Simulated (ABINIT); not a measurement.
## SiC (Moissanite): a self-consistent loop beyond G0W0, cycle by cycle

How far does self-consistency move the gap of SiC (Moissanite)?

Method: LDA and many-body steps on it, plane waves, in ABINIT 10.8.3.

**Experimental background.**

- Gap 3.33 eV: band gap at cryogenic temperature; bulk crystal (literature value) (quoted in “Silicon carbide diodes for neutron detection”, 2020, arxiv:2009.14696).

**1. The starting structure**

It takes space group P6_3mc (No. 186, hexagonal). Conventional cell: a = 3.076 Å, b = 3.076 Å, c = 5.048 Å, α = 90.00°, β = 90.00°, γ = 120.00°. Nearest to Si lie 4 C at 1.87 to 1.94 Å. C has 4 Si at 1.87 to 1.94 Å nearest. Farther neighbours are not listed.

The cell and positions come from the Crystallography Open Database and are kept as given unless a step says otherwise.

**2. Empty states on the mesh, 3×3×2 mesh, 62 bands**

This step: ABINIT 10.8.3; DFT, LDA, plane waves, norm-conserving pseudopotentials.

The sums over transitions need many empty states on a uniform mesh; this step solves for them.

Contents of run.abi:

```
acell 3*1.0 Angstrom
rprim 
  3.075999999976 0.000000000005 0.000000000000
  -1.537999999993 2.663894142018 0.000000000000
  0.000000000000 0.000000000000 5.048000000000
ntypat 2
znucl 14 6
natom 4
typat 1 1 2 2
xred 
  0.333333333333 0.666666666667 0.000000000000
  0.666666666667 0.333333333333 0.500000000000
  0.333333333333 0.666666666667 0.385000000000
  0.666666666667 0.333333333333 0.885000000000
pp_dirpath "pseudos"
pseudos "Si.upf, C.upf"
ecut 37
ngkpt 3 3 2
nshiftk 1
shiftk 0 0 0
kptopt 1
chksymbreak 0
iscf -2
irdden 1
istwfk *1
nband 62
nbdbuf 4
tolwfr 1e-09
nstep 60
prtvol 0
indata_prefix "in"
outdata_prefix "out"
tmpdata_prefix "tmp"
```

On the command line:

```sh
$ OMP_NUM_THREADS=1 mpirun -n 4 abinit run.abi > log
```

Numbers of over 12 decimals in the logs are rounded to 6 here.

What it wrote:

```text
.Version 10.8.3 of ABINIT. v10.8.2 released Aug 2026.

 Symmetries : space group P6_3 m c (#186); Bravais hP (primitive hexag.)
[... echo of the input left out ...]
== DATASET  1 ==================================================================
-   mpi_nproc: 4, omp_nthreads: 1 (-1 if OMP is not activated)

--- !DatasetInfo
iteration_state: {dtset: 1, }
dimensions: {natom: 4, nkpt: 6, mband: 62, nsppol: 1, nspinor: 1, nspden: 1, mpw: 3018, }
cutoff_energies: {ecut:  37.0, pawecutdg:  -1.0, }
[...]
1.63792    1.66116    1.81660    1.81660    1.89183    1.89183    2.02275    2.07001
   2.07001    2.10979    2.13670    2.24607    2.24607    2.25293    2.25293    2.28659
   2.30441    2.30441    2.39945    2.40165    2.43101    2.43103
 prteigrs : prtvol=0 or 1, do not print more k-points.

== END DATASET(S) ==============================================================
================================================================================

 -outvars: echo values of variables after computation  --------
            nband          62
             nkpt           6
          spgroup         186
 [... the other variables as echoed above ...]

 Calculation completed.
```

The job ended after 15 s (4 MPI ranks of Arm Neoverse N1, shared host; peak memory 0.26 GiB).

This step gave:

```yaml
gap: 2.222 eV
k_of_the_valence_top: 0, 0, 0
k_of_the_conduction_bottom: 0.3333, 0.3333, 0
least_direct_gap: 4.311 eV
k_points_computed: 6
lowest_point_of_the_top_converged_band_above_the_valence_top: 51.0747 eV
```

On this mesh the gap is 2.222 eV.

The density comes from a self-consistent run that is not shown.

**3. Screening, 3×3×2 mesh, 58 bands, screening to 130.6 eV**

The RPA dielectric matrix is built and inverted for each q.

This step: RPA screening on LDA, plane waves, norm-conserving pseudopotentials.

Changes to run.abi since step 2:

```diff
@@ -22,10 +22,11 @@
 chksymbreak 0
-iscf -2
-irdden 1
 istwfk *1
-nband 62
-nbdbuf 4
-tolwfr 1e-09
-nstep 60
-prtvol 0
+occopt 1
+irdwfk 1
+optdriver 3
+nband 58
+ecuteps 4.8
+inclvkb 2
+awtr 1
+symchi 1
 indata_prefix "in"
```

What it wrote:

```text
.Version 10.8.3 of ABINIT. v10.8.2 released Aug 2026.

 Symmetries : space group P6_3 m c (#186); Bravais hP (primitive hexag.)
[... echo of the input left out ...]
== DATASET  1 ==================================================================
-   mpi_nproc: 4, omp_nthreads: 1 (-1 if OMP is not activated)

--- !DatasetInfo
iteration_state: {dtset: 1, }
dimensions: {natom: 4, nkpt: 6, mband: 58, nsppol: 1, nspinor: 1, nspden: 1, mpw: 3018, }
cutoff_energies: {ecut:  37.0, pawecutdg:  -1.0, }
electrons: {nelect:   1.60000000E+01, charge:   0.00000000E+00, occopt:   1.00000000E+00, tsmear:   1.00000000E-02, }

 SCREENING: Calculation of the susceptibility and dielectric matrices

 Based on a program developped by R.W. Godby, V. Olevano, G. Onida, and L. Reining.
 Incorporated in ABINIT by V. Olevano, G.-M. Rignanese, and M. Torrent.
.Using double precision arithmetic ; gwpc =  8

[... cell and pseudopotentials left out ...]
--------------------------------------------------------------------------------

 ==== K-mesh for the wavefunctions ====
 Number of points in the irreducible wedge :     6
[... list of points left out ...]
 Together with 12 symmetry operations and time-reversal symmetry
 yields    18 points in the full Brillouin Zone.

 ==== Q-mesh for the screening function ====
 Number of points in the irreducible wedge :     6
[... list of points left out ...]
 Together with 12 symmetry operations and time-reversal symmetry
 yields    18 points in the full Brillouin Zone.

 setmesh: FFT mesh size selected  =    20x   20x   36
          total number of points  =        14400

 vcoul_init : cutoff-mode = AUXILIARY_FUNCTION
 q-points for optical limit:   1
     1)      0.000010    0.000020    0.000030

- screening: taking advantage of time-reversal symmetry
- Maximum band index for partially occupied states nbvw = 8
- Remaining bands to be divided among processors   nbcw = 50
- Number of bands treated by each node ~12

 Number of electrons calculated from density =   16.0000; Expected =   16.0000
 average of density, n =  0.057319
 r_s =    1.6089
 omega_plasma =   23.0944 [eV]

 calculating chi0 at frequencies [eV] :
  1    0.000000E+00    0.000000E+00
  2    0.000000E+00    2.309436E+01

--------------------------------------------------------------------------------
  q-point number  1        q = ( 0.000000, 0.000000, 0.000000) [r.l.u.]
--------------------------------------------------------------------------------
[... chi0 elements left out ...]
 For q-point:  0.000010 0.000020 0.000030
  dielectric constant =   8.7958
  dielectric constant without local fields =   9.6263

  Average fulfillment of the sum rule on Im[epsilon] for q-point    1 :     69.34  [%]
[... wings left out ...]
  q-point number  2        q = ( 0.333333, 0.000000, 0.000000) [r.l.u.]
--------------------------------------------------------------------------------
[... chi0 elements left out ...]
  Average fulfillment of the sum rule on Im[epsilon] for q-point    2 :     76.70  [%]

 [... 4 further q-points ...]
```

Run time: 7 s. Hardware: 4 MPI ranks; peak memory 0.42 GiB.

This step gave:

| Item | Value |
| --- | --- |
| ε∞ with local fields, on this mesh, along the program's q direction | 8.796 |
| the same without local fields | 9.626 |
| plasma frequency | 23.09 eV |
| plane waves in the screening matrix | 135 |

Local fields lower ε∞ by 9 %. On a Γ-centred mesh this coarse the value itself is usually too large, while a short band sum pulls it down.

**4. G0W0**

The self-energy is evaluated for the states that the input lists, and the levels follow from it, in one-shot runs by the linearised quasiparticle equation.

This step: G0W0 on LDA, plane waves, norm-conserving pseudopotentials.

Changes to run.abi since step 3:

```diff
@@ -25,8 +25,19 @@
 irdwfk 1
-optdriver 3
+optdriver 4
 nband 58
+gwcalctyp 0
+ecutsigx 37
+symsigma 1
+nkptgw 3
+kptgw 
+  0.0000000000 0.0000000000 0.0000000000
+  0.3333333333 0.3333333333 0.0000000000
+  0.3333333333 0.0000000000 0.0000000000
+bdgw 
+  6 10
+  7 10
+  7 10
 ecuteps 4.8
-inclvkb 2
-awtr 1
-symchi 1
+irdscr 1
+ppmodel 1
 indata_prefix "in"
```

What it wrote:

```text
.Version 10.8.3 of ABINIT. v10.8.2 released Aug 2026.

 Symmetries : space group P6_3 m c (#186); Bravais hP (primitive hexag.)
[... echo of the input left out ...]
== DATASET  1 ==================================================================
-   mpi_nproc: 4, omp_nthreads: 1 (-1 if OMP is not activated)

--- !DatasetInfo
iteration_state: {dtset: 1, }
dimensions: {natom: 4, nkpt: 6, mband: 58, nsppol: 1, nspinor: 1, nspden: 1, mpw: 3018, }
cutoff_energies: {ecut:  37.0, pawecutdg:  -1.0, }
electrons: {nelect:   1.60000000E+01, charge:   0.00000000E+00, occopt:   1.00000000E+00, tsmear:   1.00000000E-02, }

 SIGMA: Calculation of the GW corrections

 Based on a program developped by R.W. Godby, V. Olevano, G. Onida, and L. Reining.
 Incorporated in ABINIT by V. Olevano, G.-M. Rignanese, and M. Torrent.
.Using double precision arithmetic ; gwpc =  8

[... cell and pseudopotentials left out ...]
--------------------------------------------------------------------------------

 ==== K-mesh for the wavefunctions ====
 Number of points in the irreducible wedge :     6
[... list of points left out ...]
 Together with 12 symmetry operations and time-reversal symmetry
 yields    18 points in the full Brillouin Zone.

 ==== Q-mesh for screening function ====
 Number of points in the irreducible wedge :     6
[... list of points left out ...]
 Together with 12 symmetry operations and time-reversal symmetry
 yields    18 points in the full Brillouin Zone.

 vcoul_init : cutoff-mode = AUXILIARY_FUNCTION
 q-points for optical limit:   1
     1)      0.000010    0.000020    0.000030
 setmesh: FFT mesh size selected  =    27x   27x   54
          total number of points  =        39366

 Number of electrons calculated from density =   16.0000; Expected =   16.0000
 average of density, n =  0.057319
 r_s =    1.6089
 omega_plasma =   23.0944 [eV]

 === KS Band Gaps ===
  >>>> For spin  1
   Minimum direct gap =   4.3111 [eV], located at k-point      :   0.3333  0.0000  0.0000
   Fundamental gap    =   2.2220 [eV], Top of valence bands at :   0.0000  0.0000  0.0000
                                       Bottom of conduction at :   0.3333  0.3333  0.0000
 SIGMA fundamental parameters:
 PLASMON POLE MODEL  1
 number of plane-waves for SigmaX                 2997
 number of plane-waves for SigmaC and W            135
 number of plane-waves for wavefunctions          2997
 number of bands                                    58
 number of independent spin polarizations            1
 number of spinorial components                      1
 number of k-points in IBZ                           6
 number of q-points in IBZ                           6
 number of symmetry operations                      12
 number of k-points in BZ                           18
 number of q-points in BZ                           18
 number of frequencies for dSigma/dE                 9
 frequency step for dSigma/dE [eV]                0.25
 number of omega for Sigma on real axis              0
 max omega for Sigma on real axis  [eV]           0.00
 zcut for avoiding poles [eV]                     0.10

 EPSILON^-1 parameters (SCR file):
 dimension of the eps^-1 matrix on file            135
 dimension of the eps^-1 matrix used               135
 number of plane-waves for wavefunctions          2997
 number of bands                                    58
 number of q-points in IBZ                           6
 number of frequencies                               2
 number of real frequencies                          1
 number of imag frequencies                          1

 matrix elements of self-energy operator (all in [eV])

 Perturbative Calculation

--- !SelfEnergy_ee
iteration_state: {dtset: 1, }
kpoint     : [   0.000,    0.000,    0.000, ]
spin       : 1
KS_gap     :    4.582
QP_gap     :    5.355
Delta_QP_KS:    0.773
data: !SigmaeeData |
     Band     E0 <VxcDFT>   SigX SigC(E0)      Z dSigC/dE  Sig(E)    E-E0       E
        6   7.133 -14.990 -17.767   2.775   0.797  -0.255 -14.992  -0.002   7.130
        7   7.133 -14.990 -17.767   2.775   0.797  -0.255 -14.992  -0.002   7.130
        8   7.406 -14.790 -16.951   2.295   0.800  -0.250 -14.684   0.107   7.513
        9  11.988 -12.231  -6.614  -4.527   0.808  -0.238 -11.351   0.880  12.868
       10  13.440 -12.726  -6.990  -4.710   0.799  -0.251 -11.905   0.821  14.260

--- !SelfEnergy_ee
iteration_state: {dtset: 1, }
kpoint     : [   0.333,    0.333,    0.000, ]
spin       : 1
KS_gap     :    6.273
QP_gap     :    7.285
Delta_QP_KS:    1.012
data: !SigmaeeData |
     Band     E0 <VxcDFT>   SigX SigC(E0)      Z dSigC/dE  Sig(E)    E-E0       E
        7   3.355 -12.968 -16.502   3.131   0.789  -0.267 -13.286  -0.318   3.037
[...]
--- !SelfEnergy_ee
iteration_state: {dtset: 1, }
kpoint     : [   0.333,    0.000,    0.000, ]
spin       : 1
KS_gap     :    4.311
QP_gap     :    5.234
Delta_QP_KS:    0.923
data: !SigmaeeData |
     Band     E0 <VxcDFT>   SigX SigC(E0)      Z dSigC/dE  Sig(E)    E-E0       E
[...]
8   6.203 -14.579 -17.688   2.931   0.795  -0.258 -14.720  -0.142   6.061
        9  10.514 -10.835  -5.676  -4.208   0.821  -0.217 -10.054   0.781  11.295
       10  12.172 -11.492  -6.132  -4.257   0.815  -0.227 -10.594   0.899  13.071

== END DATASET(S) ==============================================================
================================================================================

 -outvars: echo values of variables after computation  --------
           etotal      0.0000000000E+00
            nband          58
             nkpt           6
          spgroup         186
 [... the other variables as echoed above ...]

 Calculation completed.
```

Run time: 6.3 s. Hardware: 4 MPI ranks; peak memory 0.39 GiB; 25 s of CPU time.

Numbers from this step:

```yaml
g0w0_gap_on_the_points_computed: 2.809 eV
starting_gap_on_the_mesh: 2.222 eV
k_of_the_valence_top: 0, 0, 0
k_of_the_conduction_bottom: 0.3333, 0.3333, 0
z_at_the_valence_top: 0.8
z_at_the_conduction_bottom: 0.829
least_direct_g0w0_gap_on_the_computed_points: 5.234 eV
```

The gap on the mesh goes from 2.22 eV to 2.81 eV, a correction of +0.59 eV.

**5. evGW0, cycle 1**

This step: evGW0 on LDA, plane waves, norm-conserving pseudopotentials.

Changes to run.abi since step 4:

```diff
@@ -27,14 +27,20 @@
 nband 58
-gwcalctyp 0
+gwcalctyp 10
 ecutsigx 37
 symsigma 1
-nkptgw 3
+nkptgw 6
 kptgw 
   0.0000000000 0.0000000000 0.0000000000
+  0.3333333333 0.0000000000 0.0000000000
   0.3333333333 0.3333333333 0.0000000000
-  0.3333333333 0.0000000000 0.0000000000
+  0.0000000000 0.0000000000 0.5000000000
+  0.3333333333 0.0000000000 0.5000000000
+  0.3333333333 0.3333333333 0.5000000000
 bdgw 
-  6 10
-  7 10
-  7 10
+  1 16
+  1 16
+  1 16
+  1 16
+  1 16
+  1 16
 ecuteps 4.8
```

What it wrote:

```text
.Version 10.8.3 of ABINIT. v10.8.2 released Aug 2026.

 Symmetries : space group P6_3 m c (#186); Bravais hP (primitive hexag.)
[... echo of the input left out ...]
== DATASET  1 ==================================================================
-   mpi_nproc: 4, omp_nthreads: 1 (-1 if OMP is not activated)

--- !DatasetInfo
iteration_state: {dtset: 1, }
dimensions: {natom: 4, nkpt: 6, mband: 58, nsppol: 1, nspinor: 1, nspden: 1, mpw: 3018, }
cutoff_energies: {ecut:  37.0, pawecutdg:  -1.0, }
electrons: {nelect:   1.60000000E+01, charge:   0.00000000E+00, occopt:   1.00000000E+00, tsmear:   1.00000000E-02, }

 SIGMA: Calculation of the GW corrections

 Based on a program developped by R.W. Godby, V. Olevano, G. Onida, and L. Reining.
 Incorporated in ABINIT by V. Olevano, G.-M. Rignanese, and M. Torrent.
.Using double precision arithmetic ; gwpc =  8

[... cell and pseudopotentials left out ...]
--------------------------------------------------------------------------------

 ==== K-mesh for the wavefunctions ====
 Number of points in the irreducible wedge :     6
[... list of points left out ...]
 Together with 12 symmetry operations and time-reversal symmetry
 yields    18 points in the full Brillouin Zone.

 ==== Q-mesh for screening function ====
 Number of points in the irreducible wedge :     6
[... list of points left out ...]
 Together with 12 symmetry operations and time-reversal symmetry
 yields    18 points in the full Brillouin Zone.

 vcoul_init : cutoff-mode = AUXILIARY_FUNCTION
 q-points for optical limit:   1
     1)      0.000010    0.000020    0.000030
 setmesh: FFT mesh size selected  =    27x   27x   54
          total number of points  =        39366

 Number of electrons calculated from density =   16.0000; Expected =   16.0000
[...]
data: !SigmaeeData |
     Band     E_DFT   <VxcDFT>   E(N-1)  <Hhartree>   SigX  SigC[E(N-1)]    Z     dSigC/dE  Sig[E(N)]  DeltaE  E(N)_pert E(N)_diago
[...]
--- !SelfEnergy_ee
iteration_state: {dtset: 1, }
kpoint     : [   0.333,    0.333,    0.500, ]
spin       : 1
KS_gap     :    6.526
QP_gap     :    7.498
Delta_QP_KS:    0.972
data: !SigmaeeData |
     Band     E_DFT   <VxcDFT>   E(N-1)  <Hhartree>   SigX  SigC[E(N-1)]    Z     dSigC/dE  Sig[E(N)]  DeltaE  E(N)_pert E(N)_diago
[...]
15    18.723   -11.275    18.723    29.998    -4.862    -5.067     0.805    -0.242   -10.191     1.084    19.807    20.069
       16    18.723   -11.275    18.723    29.998    -4.862    -5.067     0.805    -0.242   -10.191     1.084    19.807    20.069

 New Fermi energy :        3.308356E-01 Ha ,    9.002496E+00 eV
 New Exchange energy :    -5.378480E+00 Ha ,   -1.463559E+02 eV

 === QP Band Gaps ===
  >>>> For spin  1
   Minimum direct gap =   5.4405 [eV], located at k-point      :   0.3333  0.0000  0.0000
   Fundamental gap    =   2.9264 [eV], Top of valence bands at :   0.0000  0.0000  0.0000
                                       Bottom of conduction at :   0.3333  0.3333  0.0000

 writing QP data on file : out_QPS

 Convergence of QP corrections
 >>>>> For spin  1 <<<<<
.  kptgw no:  1; Maximum DeltaE = (   1.309  -0.007) for band index: 16
.  kptgw no:  2; Maximum DeltaE = (   1.223  -0.010) for band index: 15
.  kptgw no:  3; Maximum DeltaE = (   1.333   0.000) for band index: 13
.  kptgw no:  4; Maximum DeltaE = (   1.119   0.000) for band index: 16
.  kptgw no:  5; Maximum DeltaE = (   1.261  -0.000) for band index: 15
.  kptgw no:  6; Maximum DeltaE = (   1.261   0.006) for band index: 13

== END DATASET(S) ==============================================================
================================================================================

 -outvars: echo values of variables after computation  --------
           etotal      0.0000000000E+00
            nband          58
             nkpt           6
          spgroup         186
 [... the other variables as echoed above ...]

 Calculation completed.
```

It took 27 s on 4 MPI ranks; peak memory 0.63 GiB.

Numbers from this step:

```yaml
quasiparticle_gap_on_the_mesh: 2.927 eV
gap_of_the_density_functional_on_the_mesh: 2.222 eV
k_of_the_valence_top: 0, 0, 0
k_of_the_conduction_bottom: 0.3333, 0.3333, 0
z_at_the_valence_top: 0.8
z_at_the_conduction_bottom: 0.829
least_direct_quasiparticle_gap_on_the_computed_points: 5.441 eV
```

Against G0W0 in ABINIT (3×3×2 mesh, 58 bands, screening to 130.6 eV, Godby-Needs plasmon pole), the gap moves by +0.118 eV. This first cycle still uses the starting levels; it takes the full correction, at all points of the mesh, and its linearised value is 2.809 eV.

**6. evGW0, cycle 2**

The corrected levels of the last cycle go back in.

Changes to run.abi since step 5:

```diff
@@ -48,2 +48,3 @@
 ppmodel 1
+irdqps 1
 indata_prefix "in"
```

What it wrote:

```text
.Version 10.8.3 of ABINIT. v10.8.2 released Aug 2026.

 Symmetries : space group P6_3 m c (#186); Bravais hP (primitive hexag.)
[... echo of the input left out ...]
== DATASET  1 ==================================================================
-   mpi_nproc: 4, omp_nthreads: 1 (-1 if OMP is not activated)

--- !DatasetInfo
iteration_state: {dtset: 1, }
dimensions: {natom: 4, nkpt: 6, mband: 58, nsppol: 1, nspinor: 1, nspden: 1, mpw: 3018, }
cutoff_energies: {ecut:  37.0, pawecutdg:  -1.0, }
[...]
.  kptgw no:  4; Maximum DeltaE = (  -0.108   0.001) for band index: 15
.  kptgw no:  5; Maximum DeltaE = (  -0.143   0.001) for band index: 16
.  kptgw no:  6; Maximum DeltaE = (  -0.139  -0.000) for band index: 13

== END DATASET(S) ==============================================================
================================================================================

 -outvars: echo values of variables after computation  --------
           etotal      0.0000000000E+00
            nband          58
             nkpt           6
          spgroup         186
 [... the other variables as echoed above ...]

 Calculation completed.
```

Wall time 27 s (4 MPI ranks); peak memory 0.64 GiB.

This step gave:

| Item | Value |
| --- | --- |
| quasiparticle gap on the mesh | 2.897 eV |
| gap of the density functional on the mesh | 2.222 eV |
| k of the valence top | 0, 0, 0 |
| k of the conduction bottom | 0.3333, 0.3333, 0 |
| least direct quasiparticle gap on the computed points | 5.363 eV |

Against the cycle before, the gap moves by −0.030 eV.

(Part 1 of 3 ends here.)

[Paths, hosts, dates, memory and timing lines, banners, echoed tables and standing remarks are left out of the program output.]

[Logs are printed without paths, hosts, clocks, repeated set-up lines and the standing remarks that a program may print on its own settings, such as how far it seeks lower states.]

[Runs of the session that timed out or met a known fault of the program may be left out.]

[Hosts, paths, dates, database ids (printed as entryN), source tags and the programs' standing remarks are cut or masked in the printed files.]

[G0W0 gaps are taken among the corrected bands and points alone; a level outside them can change the order at an edge.]

[Where Ansatz stands beside ABINIT at settings called matched, ABINIT's density can come from a denser mesh and the files from another edition; pairs whose starting gaps differed by over 0.03 eV were left out, so agreement reads better than it is.]
